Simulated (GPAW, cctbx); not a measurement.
# How far are the atoms of Y2AlSn2 from free atoms?

Question: by how much does bonding change the X-ray structure factors of Y2AlSn2, and what does a routine refinement make of it?

The start was made by putting kin elements into a known structure type; the compound need not exist, or be stable, in this form. All numbers below are calculated.

## Step 1: Relax the structure

The density hangs on the geometry, so cell and atoms are relaxed first, with the symmetry held. The cutoff is set higher than for the density because stress converges slowly with plane waves.

Settings: GPAW 26.7.0, PBE, 570 eV, 5×5×5 k-points, Fermi–Dirac width 0.1 eV, BFGS to 0.03 eV/Å.

```text
cell
1.0
    -4.382000000    0.000000000    0.000000000
    -2.191000000   -3.023500000    4.629000000
    -2.191000000    3.023500000    4.629000000
Sn Y Al
2 2 1
Direct
0.500000000 0.289800000 0.710200000
0.500000000 0.710200000 0.289800000
0.791100000 0.708900000 0.708900000
0.208900000 0.291100000 0.291100000
0.000000000 0.000000000 0.000000000
```

```console
$ OMP_NUM_THREADS=1 mpirun -n 4 gpaw python run.py > gpaw.log
```

```text
BFGS:    0      -23.754420        2.611047
BFGS:    1      -23.944442        1.461792
BFGS:    2      -24.080715        0.833658
BFGS:    3      -24.105636        0.677900
...
BFGS:   17      -24.282508        0.125817
BFGS:   18      -24.284217        0.046930
BFGS:   19      -24.284419        0.016167
cell  4.2493 6.0005 6.0005  67.88 69.26 69.26
volume 128.178 A^3, largest force 0.014 eV/A, largest stress 0.10 GPa
```

After 19 steps the volume has changed by +4.5 % and the energy by -0.530 eV; the largest stress left is 0.10 GPa. It took 4.3 min on 4 cores of AMD EPYC 9R14 (Zen 4) (shared host), peak memory 1.5 GiB.

Relaxed structure: Immm (no. 71), a = 4.2493 Å, b = 6.7003 Å, c = 9.0040 Å, α = 90.00°, β = 90.00°, γ = 90.00°.

| atom | mult. | x | y | z |
| --- | --- | --- | --- | --- |
| Sn1 | 4 | 1/2 | 0.7194 | 0 |
| Y1 | 4 | 0 | 1/2 | 0.2178 |
| Al1 | 2 | 0 | 0 | 0 |

## Step 2: Density and charge transfer

X-rays see the whole electron density, so the PAW density is rebuilt with its core regions. Subtracting spherical free atoms from the same code cancels the cores and leaves the deformation density Δρ, the part due to bonding.

Settings: PBE, 450 eV, 6×6×6 k-points, Fermi–Dirac width 0.1 eV; primitive cell of 5 atoms.

```console
$ OMP_NUM_THREADS=1 mpirun -n 4 gpaw python run.py > gpaw.log
```

```text
|iter:   1|       0s |  -24.338094 | -0.13 |       |
|iter:   2|       1s |  -24.306848 | -2.24 | -1.38 |
|iter:   3|       2s |  -24.158263 | -1.27 | -1.41 |
...
|iter:   8|       9s |  -24.116951c| -5.79 | -3.75 |
|iter:   9|      10s |  -24.116952c| -6.58 | -4.21c|
|iter:  10|      11s |  -24.116952c| -7.59c| -4.96c|
```

```text
gpts.py:43: UserWarning: Initial realspace grid (21,30,30) inconsistent with symmetries.
gpts.py:43: UserWarning: Initial realspace grid (21,30,30) inconsistent with symmetries.
gpts.py:43: UserWarning: Initial realspace grid (21,30,30) inconsistent with symmetries.
gpts.py:43: UserWarning: Initial realspace grid (21,30,30) inconsistent with symmetries.
gpts.py:70: UserWarning: Using symmetrized grid: (30,30,30).
gpts.py:70: UserWarning: Using symmetrized grid: (30,30,30).
gpts.py:70: UserWarning: Using symmetrized grid: (30,30,30).
gpts.py:70: UserWarning: Using symmetrized grid: (30,30,30).
grid (60, 60, 60)  electrons 191.000  moved by bonding 0.901 e
deformation density beyond 0.5 A of the nuclei: max 0.036, min -0.059 e/A^3
atom        x       y       z   Voronoi charge  moment
Sn1    0.5000  0.2806  0.7194     -0.164       0.00
Sn2    0.5000  0.7194  0.2806     -0.164       0.00
Y 3    0.7822  0.7178  0.7178      0.187       0.00
Y 4    0.2178  0.2822  0.2822      0.187       0.00
Al5    0.0000  0.0000  0.0000     -0.047       0.00
mean inner potential of superposed free atoms 19.330 V
total magnetic moment 0.000 muB
```

Deformation density in a plane through the shortest contact of the Sn atom at the origin, in 0.01 e/Å³ (clipped at ±99); x from -1.6 to 4.4 Å, y from 2.4 down to -2.4 Å:

```text
  1  -3  -5  -2  -3  -2   2   2  -3  -3  -3  -3  -3   1   1   1
  0  -2  -4  -3  -2   0   1   1  -1  -4  -3  -3   0   1   1   0
  0  -1   0   2   2   2   1   0   0   0   2   3   2   1   0   0
  0   1   2   2   2   1   0   0   1   2   2   2   0  -1   0   0
  1   1   0  -3  -3  -4  -2   1   1   0  -2  -3  -4  -3   0   1
  1   1  -3  -4   .  -3  -3   2   2  -2  -4   .  -5  -4   1   2
  2   1  -3   .   .   .  -3   2   2  -3   .   .   .  -3   2   3
  3   1  -4  -3   .  -4  -3   2   1  -4  -5   .  -4  -2   2   2
  2   2   0  -4  -3  -3   0   1   0  -3  -4  -3  -2   0   1   1
 -1   1   2   1   1   1   1   1   0  -1   0   2   2   2   1   0
 -4  -3   2   3   2   2   1   0   0   1   2   3   2   1   0   0
  .  -4   1   2   2   1   0   0   1   1   0  -2  -3  -4  -2   1
  .  -3   1   2   1   1   0   1   1   1  -3  -3  -2  -3  -3   2
```

Atoms in or within 0.15 Å of the plane: Sn (0.0, 0.0), Al (2.8, 0.0) Å. Dots mark points within about 0.45 Å of a nucleus; large values next to them are atomic features.

Sn gains most (-0.16 e) and Y loses most (+0.19 e), as electronegativity suggests. Along the shortest contact from the Sn atom at the map's origin, Sn–Al at 2.84 Å, Δρ is +0.03 e/Å³ at the midpoint: little piles up between the atoms. At the midpoints of other shortest contacts it is +0.02 (Sn–Sn, 2.94 Å), +0.02 (Sn–Y, 3.16 Å) and +0.01 (Y–Al, 3.31 Å) e/Å³. Point values carry grid noise of about 0.01 e/Å³. The run needed 10 iterations, 20 s.

## Step 3: Structure factors

The Fourier components of Δρ, added to those of the free atoms, give the static X-ray structure factors; the Mott–Bethe relation turns them into the Fourier components V of the potential that fast electrons feel.

```text
static structure factors of the conventional cell: F in electrons, V (Mott-Bethe) in volts
   h  k  l      d  |F| table  |F| free   |F| DFT   change   |V| free  |V| DFT  change %
   0  1  1  5.3753    41.706    41.714    41.689   -0.025     0.987    1.000      1.3
   0  0  2  4.5020    76.765    76.692    76.980    0.289     2.140    2.036     -4.9
   1  0  1  3.8429   129.946   129.927   130.148    0.222     3.360    3.302     -1.7
   1  1  0  3.5885    79.327    79.404    79.288   -0.116     2.836    2.863      0.9
   0  2  0  3.3502     8.885     8.786     8.983    0.197     1.091    1.131      3.6
   1  1  2  2.8061   167.092   167.115   166.727   -0.388     5.711    5.766      1.0
   0  1  3  2.7391    58.905    58.913    58.508   -0.405     2.386    2.440      2.3
   0  2  2  2.6877   248.617   248.567   248.253   -0.314     6.998    7.038      0.6
   1  2  1  2.5253   192.922   192.919   192.728   -0.190     5.675    5.697      0.4
   1  0  3  2.4515   211.614   211.544   211.090   -0.454     5.527    5.575      0.9
   0  0  4  2.2510   255.702   255.605   254.517   -1.088     7.070    7.168      1.4
   0  3  1  2.1677    78.053    78.040    77.662   -0.378     2.171    2.203      1.5
   2  0  0  2.1246   286.905   286.770   286.084   -0.686     7.686    7.741      0.7
   1  2  3  1.9784    90.386    90.341    89.776   -0.565     2.241    2.281      1.8
```

The largest X-ray change is -1.09 e on 004, 0.4 % of |F|. For electrons V goes as (Z − F)/g², so a change of F counts against Z − F, which is small at low angle and wherever the atoms' terms cancel: |V| of 002 moves by -4.9 % (2.14 to 2.04 V) against +0.4 % in |F|. The last three rows still change by up to 0.69 e; the table stops while the angles are still low. The tabulated Hartree–Fock atoms differ from the free DFT atoms by up to 0.13 e, so the choice of reference atom matters too.

## Step 4: Refining ordinary atoms against data with bonding

Routine crystallography fits spherical atoms. To see the bias, intensities are simulated from tabulated atoms plus the DFT change ΔF, so that bonding alone can misfit (5862 reflections of the full sphere, merged to the counts below, to 0.45 Å, 1.5 % proportional noise plus counting noise, assumed isotropic U as listed, Δρ smeared by the mean U) and refined with cctbx over different ranges.

```csv
range,data,R1,GooF,U Sn1 (true 0.0025),U Y1 (true 0.0028),U Al1 (true 0.004),largest shift (Å),"Δρ max, min (e/Å³)"
all data,860,0.0045,0.94,0.0025,0.0028,0.0040,0.0001,"0.33, -0.44"
"low resolution, d > 0.84",148,0.0039,0.97,0.0025,0.0028,0.0039,0.0001,"0.18, -0.23"
"high order, d < 0.75",655,0.0048,0.92,0.0025,0.0028,0.0040,0.0001,"0.29, -0.35"
"occupancies free, d > 0.7",249,0.0039,0.97,0.0025,0.0028,0.0041,0.0001,"0.22, -0.30"
```

With all data GooF is 0.94, so at this noise the bonding hardly shows; the top residual peak, near noise level, lies 1.74 Å from Al and 2.24 Å from Y. No U is off by more than 3 s.u. at low resolution. With Sn1 held at 1 and the scale free, the other occupancies refine to Y1 1.000(0.001) and Al1 1.004(0.004), within three s.u. of full.

## Step 5: Answer

Bonding moves 0.90 e in the primitive cell of Y2AlSn2 and changes the structure factors of the conventional cell in the table above by at most 1.09 e (004, 0.4 %), and among reflections above 2 % of the strongest by up to 2.2 % (020). The shortest bond, Sn–Al, has Δρ = +0.03 e/Å³ at its midpoint. With all data GooF is 0.94, so at this noise the bonding hardly shows. Limits: static density, frozen cores, no spin–orbit coupling.

[Outputs are excerpts: Python notices, other lines and further rows are left out; steps that failed or that the build refused (PBEsol, TPSS) are not shown.]

[Logs are printed without paths, hosts, clocks, repeated set-up lines and the standing remarks that a program may print on its own settings, such as how far it seeks lower states.]
